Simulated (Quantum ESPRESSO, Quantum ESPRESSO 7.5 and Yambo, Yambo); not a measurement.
# SrTiO3 (Tausonite): G0W0 with Yambo, start to end

Wanted: ground state, empty states, screening and self-energy for SrTiO3 (Tausonite).

Main program and level: Quantum ESPRESSO 7.5 and Yambo 5.3.0; PBE and many-body steps on it, plane waves.

**What was measured.**

- Gap 3.77 eV: direct gap (M0 critical point); spectroscopic ellipsometry, second-derivative fit; 300 K; bulk crystal (commercial single crystal) (“Optical probe of ferroelectric order in bulk and thin film perovskite titanates”, 2013, arxiv:1309.1245).

Report form: the programs' logs are mostly left out.

**1. The structure**

It takes space group Pm-3m (No. 221, cubic). The conventional cell has a = 3.905 Å, b = 3.905 Å, c = 3.905 Å, α = 90.00°, β = 90.00°, γ = 90.00°. Nearest to Sr lie 12 O at 2.76 Å. Nearest to Ti lie 6 O at 1.95 Å. O has 2 Ti at 1.95 Å and 4 Sr at 2.76 Å nearest. Farther neighbours and most contacts between anions are not listed.

The cell and positions come from the Crystallography Open Database and are kept as given unless a step says otherwise.

**2. Ground state**

This step: Quantum ESPRESSO 7.5; DFT, PBE, plane waves, norm-conserving pseudopotentials.

The ground-state density comes first.

The input, pw.in:

```
&control
  calculation = 'scf'
  prefix = 'x'
  outdir = 'o'
  pseudo_dir = 'pseudo'
/
&system
  ibrav = 0
  nat = 5
  ntyp = 3
  ecutwfc = 76.0
  nbnd = 26
  force_symmorphic = .true.
/
&electrons
  conv_thr = 1e-10
  electron_maxstep = 80
  mixing_beta = 0.5
/
ATOMIC_SPECIES
  Sr 87.62 Sr.upf
  Ti 47.867 Ti.upf
  O 15.999 O.upf
CELL_PARAMETERS angstrom
  3.9052800000 0.0000000000 0.0000000000
  0.0000000000 3.9052800000 0.0000000000
  0.0000000000 0.0000000000 3.9052800000
ATOMIC_POSITIONS crystal
  Sr 0.5000000000 0.5000000000 0.5000000000
  Ti 0.0000000000 0.0000000000 0.0000000000
  O 0.5000000000 0.0000000000 0.0000000000
  O 0.0000000000 0.5000000000 0.0000000000
  O 0.0000000000 0.0000000000 0.5000000000
K_POINTS automatic
  6 6 6 0 0 0
```

Started as:

```bash
OMP_NUM_THREADS=1 mpirun -n 4 pw.x -nk 4 -in pw.in > pw.out
```

Run time: 12 s. Hardware: 4 MPI ranks of Arm Neoverse V2, shared host; peak memory 0.32 GiB; 48 s of CPU time.

Numbers from this step:

```yaml
total_energy: -3905.9468 eV
gap: 1.908 eV
k_of_the_valence_top: -0.5, -0.5, -0.5
k_of_the_conduction_bottom: 0, 0, 0
least_direct_gap: 2.263 eV
```

The gap is indirect, with the least direct gap 0.36 eV higher.

**3. Bands along the symmetry lines**

Levels along a band path, at the cheap level, show where the edges lie and whether the meshes to come will hold them.

The input, pw.in:

```
&control
  calculation = 'bands'
  prefix = 'x'
  outdir = 'o'
  pseudo_dir = 'pseudo'
/
&system
  ibrav = 0
  nat = 5
  ntyp = 3
  ecutwfc = 76.0
  nbnd = 26
  force_symmorphic = .true.
/
&electrons
  conv_thr = 1e-9
  electron_maxstep = 80
  diago_full_acc = .true.
  diago_thr_init = 5e-6
/
ATOMIC_SPECIES
  Sr 87.62 Sr.upf
  Ti 47.867 Ti.upf
  O 15.999 O.upf
CELL_PARAMETERS angstrom
  3.9052800000 0.0000000000 0.0000000000
  0.0000000000 3.9052800000 0.0000000000
  0.0000000000 0.0000000000 3.9052800000
ATOMIC_POSITIONS crystal
  Sr 0.5000000000 0.5000000000 0.5000000000
  Ti 0.0000000000 0.0000000000 0.0000000000
  O 0.5000000000 0.0000000000 0.0000000000
  O 0.0000000000 0.5000000000 0.0000000000
  O 0.0000000000 0.0000000000 0.5000000000
K_POINTS crystal
  50
  0.00000000 0.00000000 0.00000000 1
  0.00000000 0.06250000 0.00000000 1
  0.00000000 0.12500000 0.00000000 1
  0.00000000 0.18750000 0.00000000 1
  0.00000000 0.25000000 0.00000000 1
  0.00000000 0.31250000 0.00000000 1
  0.00000000 0.37500000 0.00000000 1
  0.00000000 0.43750000 0.00000000 1
  0.00000000 0.50000000 0.00000000 1
  0.06250000 0.50000000 0.00000000 1
  0.12500000 0.50000000 0.00000000 1
  0.18750000 0.50000000 0.00000000 1
  0.25000000 0.50000000 0.00000000 1
  0.31250000 0.50000000 0.00000000 1
  0.37500000 0.50000000 0.00000000 1
  0.43750000 0.50000000 0.00000000 1
  0.50000000 0.50000000 0.00000000 1
  0.43750000 0.43750000 0.00000000 1
  0.37500000 0.37500000 0.00000000 1
  0.31250000 0.31250000 0.00000000 1
  0.25000000 0.25000000 0.00000000 1
  0.18750000 0.18750000 0.00000000 1
  0.12500000 0.12500000 0.00000000 1
  0.06250000 0.06250000 0.00000000 1
  0.00000000 0.00000000 0.00000000 1
  0.06250000 0.06250000 0.06250000 1
  0.12500000 0.12500000 0.12500000 1
  0.18750000 0.18750000 0.18750000 1
  0.25000000 0.25000000 0.25000000 1
  0.31250000 0.31250000 0.31250000 1
  0.37500000 0.37500000 0.37500000 1
  0.43750000 0.43750000 0.43750000 1
  0.50000000 0.50000000 0.50000000 1
  0.43750000 0.50000000 0.43750000 1
  0.37500000 0.50000000 0.37500000 1
  0.31250000 0.50000000 0.31250000 1
  0.25000000 0.50000000 0.25000000 1
  0.18750000 0.50000000 0.18750000 1
  0.12500000 0.50000000 0.12500000 1
  0.06250000 0.50000000 0.06250000 1
  0.00000000 0.50000000 0.00000000 1
  0.50000000 0.50000000 0.50000000 1
  0.50000000 0.50000000 0.43750000 1
  0.50000000 0.50000000 0.37500000 1
  0.50000000 0.50000000 0.31250000 1
  0.50000000 0.50000000 0.25000000 1
  0.50000000 0.50000000 0.18750000 1
  0.50000000 0.50000000 0.12500000 1
  0.50000000 0.50000000 0.06250000 1
  0.50000000 0.50000000 0.00000000 1
```

It took 8.3 s on 4 MPI ranks; peak memory 0.26 GiB.

Numbers from this step:

| Quantity | Value |
| --- | --- |
| gap | 1.908 eV |
| k of the valence top | 0.5, 0.5, 0.5 |
| k of the conduction bottom | 0, 0, 0 |
| least direct gap | 2.263 eV |

The gap is 1.908 eV, as in the run before at this level.

Electronic bands along the path, in eV, zero at the top of the highest filled band:

| point | band 17 | band 18 | band 19 | band 20 | band 21 | band 22 | band 23 | band 24 |
| --- | --- | --- | --- | --- | --- | --- | --- | --- |
| Γ | -1.17 | -0.36 | -0.36 | -0.36 | 1.91 | 1.91 | 1.91 | 4.39 |
| halfway | -1.66 | -1.60 | -0.60 | -0.60 | 1.99 | 2.96 | 2.96 | 4.40 |
| X | -2.34 | -1.96 | -0.73 | -0.73 | 2.07 | 3.83 | 3.83 | 4.40 |
| halfway | -1.86 | -1.45 | -1.32 | -0.63 | 3.03 | 3.83 | 3.96 | 5.14 |
| M | -1.72 | -1.55 | -1.55 | -0.09 | 3.84 | 3.84 | 4.30 | 5.37 |
| halfway | -1.69 | -1.35 | -1.06 | -0.73 | 2.92 | 3.06 | 3.34 | 5.02 |
| Γ | -1.17 | -0.36 | -0.36 | -0.36 | 1.91 | 1.91 | 1.91 | 4.39 |
| halfway | -2.78 | -0.92 | -0.92 | -0.62 | 3.40 | 3.45 | 3.45 | 6.54 |
| R | -3.71 | 0.00 | 0.00 | 0.00 | 4.52 | 4.52 | 4.52 | 7.00 |
| halfway | -2.71 | -0.94 | -0.80 | -0.52 | 3.53 | 4.03 | 4.05 | 6.50 |
| X | -2.34 | -1.96 | -0.73 | -0.73 | 2.07 | 3.83 | 3.83 | 4.40 |
| jump to R | -3.71 | 0.00 | 0.00 | 0.00 | 4.52 | 4.52 | 4.52 | 7.00 |
| halfway | -3.15 | -0.66 | -0.66 | -0.04 | 4.12 | 4.12 | 4.41 | 6.82 |
| M | -1.72 | -1.55 | -1.55 | -0.09 | 3.84 | 3.84 | 4.30 | 5.37 |

**4. Empty states on the mesh, 4×4×4 mesh, 67 bands**

The sums over transitions need many empty states on a uniform mesh; this step solves for them.

The input, pw.in:

```
&control
  calculation = 'nscf'
  prefix = 'x'
  outdir = 'o'
  pseudo_dir = 'pseudo'
/
&system
  ibrav = 0
  nat = 5
  ntyp = 3
  ecutwfc = 76.0
  nbnd = 67
  force_symmorphic = .true.
/
&electrons
  conv_thr = 1e-9
  electron_maxstep = 80
  diago_full_acc = .true.
  diago_thr_init = 5e-6
/
ATOMIC_SPECIES
  Sr 87.62 Sr.upf
  Ti 47.867 Ti.upf
  O 15.999 O.upf
CELL_PARAMETERS angstrom
  3.9052800000 0.0000000000 0.0000000000
  0.0000000000 3.9052800000 0.0000000000
  0.0000000000 0.0000000000 3.9052800000
ATOMIC_POSITIONS crystal
  Sr 0.5000000000 0.5000000000 0.5000000000
  Ti 0.0000000000 0.0000000000 0.0000000000
  O 0.5000000000 0.0000000000 0.0000000000
  O 0.0000000000 0.5000000000 0.0000000000
  O 0.0000000000 0.0000000000 0.5000000000
K_POINTS automatic
  4 4 4 0 0 0
```

Run time: 6.1 s. Hardware: 4 MPI ranks; peak memory 0.32 GiB; 24 s of CPU time.

This step gave:

```yaml
gap: 1.908 eV
k_of_the_valence_top: -0.5, -0.5, -0.5
k_of_the_conduction_bottom: 0, 0, 0
least_direct_gap: 2.263 eV
k_points_computed: 10
lowest_point_of_the_top_converged_band_above_the_valence_top: 39.47 eV
```

On this mesh the gap is 1.908 eV.

**5. Conversion and set-up**

This step: Yambo 5.3.0; conversion and set-up on PBE, plane waves, norm-conserving pseudopotentials.

The states are converted to the many-body program's format and the q mesh is built.

Started as:

```bash
(cd o/x.save; p2y > p2y.log; mv SAVE ../..); yambo > setup.log
```

Run time: 2.8 s. Hardware: 1 MPI rank; peak memory 0.25 GiB.

**6. Screening and self-energy, 4×4×4 mesh, 67 bands, screening to 95.2 eV**

Now the one-shot GW correction: screening in the RPA, then the self-energy of the levels asked for.

This step: G0W0 on PBE, plane waves, norm-conserving pseudopotentials.

The input, gw1.in:

```
HF_and_locXC
gw0
dyson
ppa
em1d
rim_cut
RandQpts= 1000000
RandGvec= 1 RL
EXXRLvcs= 76 Ry
VXCRLvcs= 304 Ry
Chimod= "HARTREE"
% BndsRnXp
 1 | 67 |
%
NGsBlkXp= 7 Ry
% LongDrXp
 1 | 1 | 1 |
%
% GbndRnge
 1 | 67 |
%
DysSolver= "n"
ExtendOut
PPAPntXp= 27.21138 eV
% QPkrange
 10 | 10 | 19 | 22 |
 1 | 1 | 19 | 22 |
%
```

Started as:

```bash
OMP_NUM_THREADS=1 mpirun -n 4 yambo -F gw1.in -J gw1 -C gw1 > gw1.log
```

Wall time 38 s (4 MPI ranks); peak memory 1.7 GiB; 2.5 min of CPU time.

Numbers from this step:

- G0W0 gap on the points computed: 3.536 eV
- starting gap on the mesh: 1.908 eV
- k of the valence top: -0.5, -0.5, -0.5
- k of the conduction bottom: 0, 0, 0
- least direct G0W0 gap on the computed points: 3.889 eV
- Z at the valence top: 0.7675
- Z at the conduction bottom: 0.7796

The gap on the mesh goes from 1.91 eV to 3.54 eV, a correction of +1.63 eV.

Limits: finite bands, cutoff and mesh; no spin-orbit coupling; coarse k mesh. v1 is the top filled band, c1 the lowest empty one. The levels before and after the correction (eV, zero at the valence-band top of each column):

|  | conduction bottom | valence top |
| --- | --- | --- |
| Kohn-Sham | 1.91 | 0.00 |
| G0W0 | 3.54 | 0.00 |

|  | level | energy (eV) |
| --- | --- | --- |
| Kohn-Sham | Γ v2-v1 | -0.355 |
| Kohn-Sham | Γ c1-c2 | 1.908 |
| Kohn-Sham | (-0.5 -0.5 -0.5) v2-v1 | 0.000 |
| Kohn-Sham | (-0.5 -0.5 -0.5) c1-c2 | 4.517 |
| G0W0 | Γ v2-v1 | -0.352 |
| G0W0 | Γ c1-c2 | 3.537 |
| G0W0 | (-0.5 -0.5 -0.5) v2-v1 | 0.000 |
| G0W0 | (-0.5 -0.5 -0.5) c1-c2 | 6.449 |

**7. Where the time went**

Times are wall times on the hardware named with each run, good to a factor of about two.

| step | time | share | memory (GiB) |
| --- | --- | --- | --- |
| ground state | 12 s | 18 % | 0.32 |
| bands along the symmetry lines | 8.3 s | 12 % | 0.26 |
| empty states on the mesh | 6.1 s | 9 % | 0.32 |
| conversion and set-up | 2.8 s | 4 % | 0.25 |
| screening and self-energy | 38 s | 56 % | 1.7 |

**8. Summary of results**

* PBE gap: 1.91 eV, indirect
* G0W0 gap on the mesh: 3.54 eV
* GW settings: 4×4×4 mesh, 67 bands, screening to 95.2 eV, Godby-Needs plasmon pole
* known limits: not at the basis limit; no spin-orbit coupling; coarse k mesh

**Reading.** G0W0 moves the gap on the mesh from 1.91 eV to 3.54 eV (+1.63 eV), with Z of 0.77 and 0.78 at the edges. Only 2 of the mesh's irreducible points were corrected, so a valley elsewhere could overtake. The dearest step here is «screening and self-energy». Against experiment, by G0W0@PBE: the direct gap of 3.89 eV lies +0.12 eV from the measured 3.77 eV (direct, 300 K, 2013). An exciton line or allowed optical edge lies below the quasiparticle gap by the binding energy; a forbidden edge can push the onset above it. The calculation has static nuclei and no excitons; a measured gap holds zero-point and thermal motion, which mostly lowers it. Bands and cutoff are finite, so the gap is not at the basis limit. The miss can reach some tenths of an eV and take either sign; the mesh is an error of its own. In the G0W0 run levels were corrected at 2 k points alone, so a gap called «on the mesh» is the least over those, and an edge elsewhere would be missed. The 4×4×4 mesh is coarse for this cell, which bears on the long-range parts of exchange and screening. This is the ideal cubic cell; many perovskites, halides above all, are cubic only on average, and local tilts or off-centring can widen the gap. The many-body steps are scalar-relativistic: spin-orbit coupling is not in them.

[Paths, hosts, dates, memory and timing lines, banners, echoed tables and standing remarks are left out of the program output.]

[Logs are printed without paths, hosts, clocks, repeated set-up lines and the standing remarks that a program may print on its own settings, such as how far it seeks lower states.]

[Runs of the session that timed out or met a known fault of the program may be left out.]

[Hosts, paths, dates, database ids (printed as entryN), source tags and the programs' standing remarks are cut or masked in the printed files.]
